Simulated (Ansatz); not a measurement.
# Phonons of TiGaSn in the AlB2 type, part 3 of 3

Question: is the lattice of TiGaSn in the AlB2 type stable, and if so, what are its coupling constant and resistivity?

Ansatz 0.2.0; DFT PBE, scalar-relativistic, plane waves, PAW; PAW set soft_1.

So far, highest frequency, solved or plainly interpolated (cm⁻¹): step 5 (phonons: q 2×2×2, k 4×4×6) 221. Also lowest on path (cm⁻¹): step 5 -50.3. The relaxed cell has a = 4.824, c = 2.844 Å (conventional setting).

The structure was built from a prototype and need not be the compound's stable phase.

### 6. Phonons: q 3×3×2, k 6×6×8

An imaginary mode on so few k-points may come from the sampling, so the phonons are repeated with another q and k mesh.

File input.yaml:

```yaml
crystal:
  lattice:
    - [4.8238142487, 0.0, 0.0]
    - [-2.4119071243, 4.1775456825, 0.0]
    - [0.0, 0.0, 2.8438627013]
  atoms:
    - { symbol: Ti, position: [0.0, 0.0, 0.0] }
    - { symbol: Ga, position: [0.3333333333, 0.6666666667, 0.5] }
    - { symbol: Sn, position: [0.6666666667, 0.3333333333, 0.5] }
kpoints:
  mp_grid: { grid: [6, 6, 8] }
hamiltonian:
  xc: pbe
  pseudopotentials: { kind: paw, azcp: { folder: soft_1 } }
scf:
  occupations: { method: methfessel_paxton, width: 0.2 }
output:
  eigenvalues: true
phonons:
  method: dfpt
  qmesh: [3, 3, 2]
  temperatures: { t_max: 1000, t_step: 50 }
  qpath:
    path:
      - [[0.0, 0.0, 0.0], [0.5, 0.0, 0.0], [0.33333333, 0.33333333, 0.0], [0.0, 0.0, 0.0], [0.0, 0.0, 0.5], [0.5, 0.0, 0.5], [0.33333333, 0.33333333, 0.5], [0.0, 0.0, 0.5]]
      - [[0.5, 0.0, 0.5], [0.5, 0.0, 0.0]]
      - [[0.33333333, 0.33333333, 0.5], [0.33333333, 0.33333333, 0.0]]
    npoints: 10
```

Run with:

```sh
ansatz run input.yaml --threads 4 --pin off --max-ram 12288MiB --backend cpu --events-out ev --progress --plain --runs-dir out
```

Numbers of over 12 decimals in the logs are rounded to 6 here.

The program printed:

```text
[...]
Crystal: 3 atoms, lattice volume = 57.309 Å³
Basis set: ecut = 420 eV, 1125 PW (Γ), exchange–correlation on 72×72×40 points (8 copies of the dense FFT grid, shifted against one another)
Bands: 24, of which v1, the nominal top of the filled ones, is band 20 counted from 1 (19 counted from 0)
Symmetry: 12 space group operations
k-points: 35 of 288 (time reversal used)
[...]
SCF iter   1: F=—  HF=-12308.195625 eV  |F-HF|=—  |Δ(HF+E_count)|=         —  Δρ=7.02e-2  dr2=7.30e0  ethr=3.10e-3  ⟨swp⟩=5.1  Hψ=3210  notcnv=0
[...]
SCF iter  11: F=-12307.022481 eV  HF=-12307.022481 eV  |F-HF|=1.82e-12  |Δ(HF+E_count)|=  5.46e-11  S|Δr|=    0.00e0  Δρ=9.54e-8  dr2=3.00e-12  ethr=1.00e-12  ⟨swp⟩=11.5  Hψ=4951  notcnv=0
SCF 1 converged in 11 iterations: F = -12307.022481 eV  dr2 = 3.00e-12
[...]
SCF converged after 11 iterations
[...]
Free energy (F): -12307.022481 eV
[...]
Internal energy: -12307.010701 eV  (E = F + TS)
E sigma→0 (E₀):  -12307.019536 eV
Entropy (-TS):   -0.011779 eV (-3.926 meV/atom)
Fermi energy:    12.832566 eV
[...]
--- Band table (eV; the first three rows and the last of 35) ---
  k-point 0: bands = [... 16 lower, 9.3500, 9.3500, 11.6839, 12.9508, 12.9508, 14.9106, 14.9106, 15.6806, ... 4 higher]
  k-point 1: bands = [... 16 lower, 9.6484, 9.6484, 12.0154, 12.7401, 12.7401, 15.2368, 15.2368, 15.6363, ... 4 higher]
  k-point 2: bands = [... 16 lower, 10.5027, 10.5027, 11.9846, 12.2981, 12.2981, 14.6876, 15.3943, 15.3943, ... 4 higher]
  k-point 34: bands = [... 16 lower, 8.9244, 10.3765, 10.7646, 13.2677, 13.6461, 13.7179, 14.1510, 14.2059, ... 4 higher]
[...]
ASR residual: 7.343e-5 → 0.000e0 eV/Å²; symmetrization residual: 1.013e-5 eV/Å²
  ASR residual per site (eV/Å²): 7.34e-5 1.37e-5 2.46e-5
  Γ frequencies (cm⁻¹): 0.00 0.00 0.00 44.77 107.16 107.16 127.96 138.97 138.97
--- Phonons (arbitrary-q DFPT): 6 irreducible q on the 3×3×2 mesh ---
[...]
interpolated dispersion: 93 rows × 9 modes
[...]
```

Run time: 87 s. Hardware: 4 threads of INTEL XEON PLATINUM 8581C at 2.10GHz (Emerald Rapids), shared host; peak memory 0.87 GiB; 5.4 min of CPU time.

Numbers from this step:

| Property | Result |
| --- | --- |
| share of imaginary modes in the plain interpolation between solved wavevectors | 0.066 |
| highest frequency, solved or plainly interpolated | 224 cm⁻¹ |

Solved on the 3×3×2 mesh alone; all other wavevectors are interpolated. The phonon branches at the labelled points (cm⁻¹):

| point | branch 1 | branch 2 | branch 3 | branch 4 | branch 5 | branch 6 | branch 7 | branch 8 | branch 9 |
| --- | --- | --- | --- | --- | --- | --- | --- | --- | --- |
| Γ | 0 | 0 | 0 | 45 | 107 | 107 | 128 | 139 | 139 |
| halfway | -35 | 42 | 49 | 56 | 78 | 92 | 126 | 156 | 163 |
| M | -46 | 48 | 59 | 73 | 82 | 116 | 128 | 151 | 176 |
| halfway | -48 | 49 | 60 | 72 | 106 | 122 | 130 | 149 | 170 |
| K | -57 | 49 | 60 | 92 | 112 | 132 | 138 | 144 | 160 |
| halfway | -33 | 45 | 51 | 52 | 84 | 95 | 126 | 157 | 165 |
| Γ | 0 | 0 | 0 | 45 | 107 | 107 | 128 | 139 | 139 |
| halfway | 54 | 54 | 83 | 128 | 137 | 137 | 152 | 152 | 159 |
| A | 69 | 69 | 112 | 157 | 159 | 159 | 168 | 168 | 203 |
| halfway | 50 | 76 | 97 | 137 | 150 | 153 | 163 | 179 | 214 |
| L | 31 | 78 | 80 | 126 | 152 | 154 | 167 | 199 | 224 |
| halfway | -27 | 83 | 97 | 124 | 145 | 171 | 173 | 203 | 224 |
| H | -41 | 86 | 109 | 127 | 138 | 173 | 188 | 208 | 224 |
| halfway | 37 | 84 | 93 | 128 | 150 | 157 | 166 | 184 | 216 |
| A | 69 | 69 | 112 | 157 | 159 | 159 | 168 | 168 | 203 |
| jump to L | 31 | 78 | 80 | 126 | 152 | 154 | 167 | 199 | 224 |
| halfway | -13 | 56 | 82 | 98 | 120 | 149 | 168 | 173 | 178 |
| M | -46 | 48 | 59 | 73 | 82 | 116 | 128 | 151 | 176 |
| jump to H | -41 | 86 | 109 | 127 | 138 | 173 | 188 | 208 | 224 |
| halfway | -50 | 61 | 100 | 113 | 137 | 160 | 164 | 177 | 180 |
| K | -57 | 49 | 60 | 92 | 112 | 132 | 138 | 144 | 160 |

The phonon branches as a text plot (rows in cm⁻¹):

```
    218 |                          ***********   *       **
    206 |                       ***     ***   *** *      ***
    195 |                      *     ***   **    * *       *
    183 |                     *    **   ***       ***    ****
    171 |   *****   *        *  ***  **************************
    160 |  ***   ******     *********  *    *****    **     ** **
    148 | **  ******  **   *****  *******  ****  ********     ***
    136 |*      ****    *** **     **    **  *    **     ********
    125 |********  ******* **        ********    *  *  ****    *
    113 |    ******     ****   ****      **    ** *     ******* *
    101 |*     *   *** *      *    *    *  * **    ***      *  *
     89 | ***    ** ***      *      *  ******        **  *   *  *
     78 |  **** *  *        *     ******     **  ******** **  *
     66 |   *  *          **  *****            ** **   *    *  **
     54 |   **********   *  **     *         **     ** **    **
     43 |******     ***** **        *                 * *      **
     31 | **          ** **          **          *
     19 |              * *                  *     **
      7 |*                             *
     -4 |*              *
    -16 |              *                   *        *
    -28 | **         **                 *            *
    -39 |   ** *    *                    **           ** ***
    -51 |     * ****                                    *   *****
         Γ    M  K      Γ       A     L  H     A|L     M|H      K
```

Lowest modes at the softest wavevector of the mesh. The modes at q = (0.333, 0.333, 0.000) (shares of kinetic energy by element, %) (negative means imaginary):

| mode | frequency (cm⁻¹) | Ti % | Ga % | Sn % |
| --- | --- | --- | --- | --- |
| 1 | -56.9 | 0 | 50 | 50 |
| 2 | 49.3 | 0 | 100 | 0 |
| 3 | 60.0 | 0 | 0 | 100 |
| 4 | 92.0 | 54 | 0 | 46 |
| 5 | 111.8 | 94 | 6 | 0 |
| 6 | 132.2 | 100 | 0 | 0 |

Displacements in mode 1 (-56.9 cm⁻¹), the largest set to 1, in the home cell (x, y, z of the real part, then of the imaginary part):
```
Ti1  0.00  0.00  0.00  0.00  0.00  0.00
Ga2 -0.50  0.87  0.00  0.87  0.50  0.00
Sn3 -0.76  0.00  0.00  0.00 -0.76  0.00
```

Displacements in mode 4 (92.0 cm⁻¹), the largest set to 1, in the home cell (x, y, z of the real part, then of the imaginary part):
```
Ti1  0.16  0.99  0.00 -0.99  0.16  0.00
Ga2  0.00  0.00  0.00  0.00  0.00  0.00
Sn3  0.55 -0.21  0.00 -0.21 -0.55  0.00
```

The modes has structure finer than the step of the table below, so its rows give means over 10 cm⁻¹, whole bins alone (the curve runs from -66.1 to 240 cm⁻¹). Peaks (cm⁻¹: height): Ga -43.0: 0.00712, 47.5: 0.0401, 82.2: 0.0264, 151.5: 0.0435, 168.9: 0.0355; Sn -41.0: 0.0124, 61.0: 0.0196, 80.3: 0.0219, 93.8: 0.0185, 153.5: 0.0315, 168.9: 0.0311, 209.3: 0.0114; Ti 128.4: 0.0360, 155.4: 0.0347.

Phonopy on the run's constants, 13x13x19 mesh, Gaussian sigma 2.2 cm⁻¹. Table of modes by wavenumber; means over each step; values in 1/cm⁻¹/cell:

| wavenumber (cm⁻¹) | Ga | Sn | Ti |
| --- | --- | --- | --- |
| -60 | 4.2e-4 | 4.5e-4 | 6.2e-6 |
| -50 | 0.00392 | 0.00517 | 4.6e-4 |
| -40 | 0.00685 | 0.0118 | 0.00210 |
| -30 | 0.00493 | 0.00873 | 0.00150 |
| -20 | 0.00340 | 0.00600 | 9.4e-4 |
| -10 | 8.4e-4 | 0.00141 | 1.5e-4 |
| 0 | 8.7e-4 | 0.00148 | 1.6e-4 |
| 10 | 0.00138 | 0.00251 | 4.7e-4 |
| 20 | 0.00300 | 0.00501 | 5.0e-4 |
| 30 | 0.00414 | 0.00667 | 9.7e-4 |
| 40 | 0.00877 | 0.00746 | 0.00193 |
| 50 | 0.0275 | 0.0112 | 0.00558 |
| 60 | 0.0139 | 0.0177 | 0.00630 |
| 70 | 0.0168 | 0.0175 | 0.00947 |
| 80 | 0.0238 | 0.0208 | 0.0125 |
| 90 | 0.0192 | 0.0167 | 0.0132 |
| 100 | 0.0157 | 0.0125 | 0.0152 |
| 110 | 0.0119 | 0.00999 | 0.0187 |
| 120 | 0.00761 | 0.00609 | 0.0260 |
| 130 | 0.00826 | 0.00588 | 0.0329 |
| 140 | 0.0181 | 0.00857 | 0.0231 |
| 150 | 0.0364 | 0.0244 | 0.0273 |
| 160 | 0.0275 | 0.0248 | 0.0296 |
| 170 | 0.0288 | 0.0265 | 0.0260 |
| 180 | 0.00430 | 0.00871 | 0.0161 |
| 190 | 8.0e-4 | 0.00557 | 0.0124 |
| 200 | 5.1e-4 | 0.00771 | 0.00983 |
| 210 | 3.2e-4 | 0.00965 | 0.00372 |
| 220 | 2.5e-4 | 0.00856 | 0.00287 |
| 230 | 1.4e-5 | 5.7e-4 | 2.0e-4 |

No LO-TO term; unit eigenvectors of the mass-weighted matrix. The modes at Γ (shares of kinetic energy by element, %):

| mode | frequency (cm⁻¹) | symmetry | Ti % | Ga % | Sn % |
| --- | --- | --- | --- | --- | --- |
| 1 | 0.0 | unnamed | 20 | 30 | 50 |
| 2 | 0.0 | unnamed | 20 | 30 | 50 |
| 3 | 0.0 | unnamed | 20 | 30 | 50 |
| 4 | 44.8 | A2'' | 0 | 66 | 34 |
| 5 | 107.2 | E' | 61 | 39 | 0 |
| 6 | 107.2 | E' | 61 | 39 | 0 |
| 7 | 128.0 | A2'' | 79 | 5 | 16 |
| 8 | 139.0 | E' | 19 | 32 | 50 |
| 9 | 139.0 | E' | 19 | 32 | 50 |

Displacements in mode 4 (44.8 cm⁻¹), the largest set to 1:
```
Ti1  0.00  0.00 -0.09
Ga2  0.00  0.00  1.00
Sn3  0.00  0.00 -0.55
```

Displacements in mode 8 (139.0 cm⁻¹), the largest set to 1:
```
Ti1  0.24 -0.92  0.00
Ga2  0.26 -1.00  0.00
Sn3 -0.25  0.96  0.00
```

Among the solved wavevectors the lowest mode, translations apart, is -56.9 cm⁻¹, imaginary.

### 7. What came out

* phonon run of the rows without a label of their own: PBE, q 3×3×2, k 6×6×8
* softest mode on the q mesh: -56.9 cm⁻¹ at q = (0.333, 0.333, 0)
* highest frequency, solved or plainly interpolated: 224 cm⁻¹

In words: The lattice is dynamically unstable at this level: a mode at q = (0.333, 0.333, 0) is imaginary, 56.9i cm⁻¹, so no harmonic coupling constant or resistivity is defined for this structure. These meshes are coarse, and single modes of a metal can move by tens of cm⁻¹ with the k mesh. The coarser mesh found an imaginary mode at another wavevector, which this mesh lacks. The phonon runs are not spin-polarised. The structure was built by hand as an ordered model, and its stability against other phases was not tested.

[Logs are printed without paths, hosts, clocks, repeated set-up lines and the standing remarks that a program may print on its own settings, such as how far it seeks lower states.]

[Hosts, paths, dates, database ids (printed as entryN), source tags and the programs' standing remarks are cut or masked in the printed files.]
